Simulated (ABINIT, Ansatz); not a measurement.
Planning a run of Ansatz 0.2.0 on PbS (Galena). The input:

```yaml
crystal:
  lattice:
    - [0.0, 2.96575, 2.96575]
    - [2.96575, 0.0, 2.96575]
    - [2.96575, 2.96575, 0.0]
  atoms:
    - { symbol: Pb, position: [0.0, 0.0, 0.0] }
    - { symbol: S, position: [0.5, 0.5, 0.5] }
kpoints:
  mp_grid: { grid: [6, 6, 6] }
hamiltonian:
  xc: pbe
  pseudopotentials: { kind: nc, accuracy: stringent }
scf:
  occupations: { method: fixed }
gw:
  n_empty_bands: 136
  ecut_chi: 176.87
  qp_bands: [v2, c2]
  qp_kpoints: [[0.5, 0.0, 0.0], [0.0, 0.0, 0.0]]
  screening: { model: godby_needs }
  pair_densities: pseudo
  plasmon_pole_fit_frequency: 27.2032
basis:
  ecutwfc: 870.76
```

The database entry behind the starting cell differs from later determinations by our own check (about 0.1 % short), so it need not match the best structure at ambient conditions.

```sh
ansatz run input.yaml --threads 8 --pin off --max-ram 14745MiB --backend cpu --events-out ev --progress --plain --runs-dir out
```

**Question.** Estimate wall time and host memory on 8 threads of Arm Neoverse V1, shared host.

It took 27 s; on shared hardware allow 13 s to 54 s. Peak host memory was 1.0 GiB. The sizes that set the cost: 3071 plane waves a state, 16 irreducible k points, 283 plane waves in the screening and 8 SCF cycles.

The screening grows as filled bands × empty bands × pairs of k points, times the square of the screening basis for the matrix.

[Paths, hosts, dates, memory and timing lines, banners, echoed tables and standing remarks are left out of the program output.]

[Logs are printed without paths, hosts, clocks, repeated set-up lines and the standing remarks that a program may print on its own settings, such as how far it seeks lower states.]

[Runs of the session that timed out or met a known fault of the program may be left out.]

[Hosts, paths, dates, database ids (printed as entryN), source tags and the programs' standing remarks are cut or masked in the printed files.]

[G0W0 gaps are taken among the corrected bands and points alone; a level outside them can change the order at an edge.]

[Where Ansatz stands beside ABINIT at settings called matched, ABINIT's density can come from a denser mesh and the files from another edition; pairs whose starting gaps differed by over 0.03 eV were left out, so agreement reads better than it is.]
